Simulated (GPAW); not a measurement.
Consider TaN (Fm-3m).

```xyz
2
Lattice="0.0000 2.1790 2.1790 2.1790 0.0000 2.1790 2.1790 2.1790 0.0000" Properties=species:S:1:pos:R:3 pbc="T T T"
Ta    2.1790    2.1790    2.1790
N     0.0000    0.0000    0.0000
```

Absorber: atom 2, with 6 Ta at 2.18 Å (octahedral, site symmetry m-3m). Method: GPAW, LDA, excited-electron core hole (neutral cell), 26-atom cell with 6.9 Å between holes, 5×5×5 k points, dipole transitions, Gaussian full width 0.9 eV up to 4 eV, rising linearly to 3.5 eV at 25 eV, without spin-orbit coupling.

**Question.** What does the N K edge look like?

Main maxima up to 24 eV above the zero (height): 1.4 eV (2.07), 4.7 eV (1.71), 7.0 eV (2.03), 10.0 eV (1.30) and 15.4 eV (0.55). A K edge sees empty p states; the first features are N p mixed into the empty d states of the Ta neighbours, and the broad ones above probably into the cations' higher empty bands. The total-energy difference is 402.90 eV. One term is added: -7.76 eV, since the hole is spin-paired here and a spin-polarised one costs that much less in the free atom (computed apart). The photon energy is then 395.14 eV. The functional leaves an error in such absolute values: in the free atom LDA prices this hole 3.5 eV below PBE (computed apart), and PBE is itself good to a few eV.

The N K spectrum (energy from the lowest empty level; intensity scaled to a mean of 1 over the first 20 eV):

```
E (eV)  intensity
  -2.0       0.00
  -1.0       0.01
   0.0       0.70
   1.0       1.89
   2.0       1.86
   3.0       1.20
   4.0       1.35
   5.0       1.65
   6.0       1.65
   7.0       2.03
   8.0       1.55
   9.0       1.02
  10.0       1.30
  11.0       0.87
  12.0       0.46
  13.0       0.41
  14.0       0.44
  15.0       0.53
  16.0       0.50
  17.0       0.28
  18.0       0.14
  19.0       0.20
  20.0       0.33
  21.0       0.41
  22.0       0.46
  23.0       0.58
  24.0       0.76
  25.0       0.92
  26.0       1.12
  27.0       1.39
  28.0       1.55
  29.0       1.39
  30.0       0.99
  31.0       0.60
  32.0       0.37
```

The structure is a published determination, not relaxed.

[Banner, clock and machine lines of the logs are left out without a mark of their own.]

[Logs are printed without paths, hosts, clocks, repeated set-up lines and the standing remarks that a program may print on its own settings, such as how far it seeks lower states.]

[Hosts, paths, dates, database ids (printed as entryN), source tags and the programs' standing remarks are cut or masked in the printed files.]

[Lists of maxima count a maximum above −3 eV only where it reaches 4 % of the highest in the window and stands out from its surroundings by 2 % of it (1.5 % where it reaches 55 %); shoulders and weaker maxima are passed over, and of the rest the first, up to two pre-edge ones and the few strongest are named.]
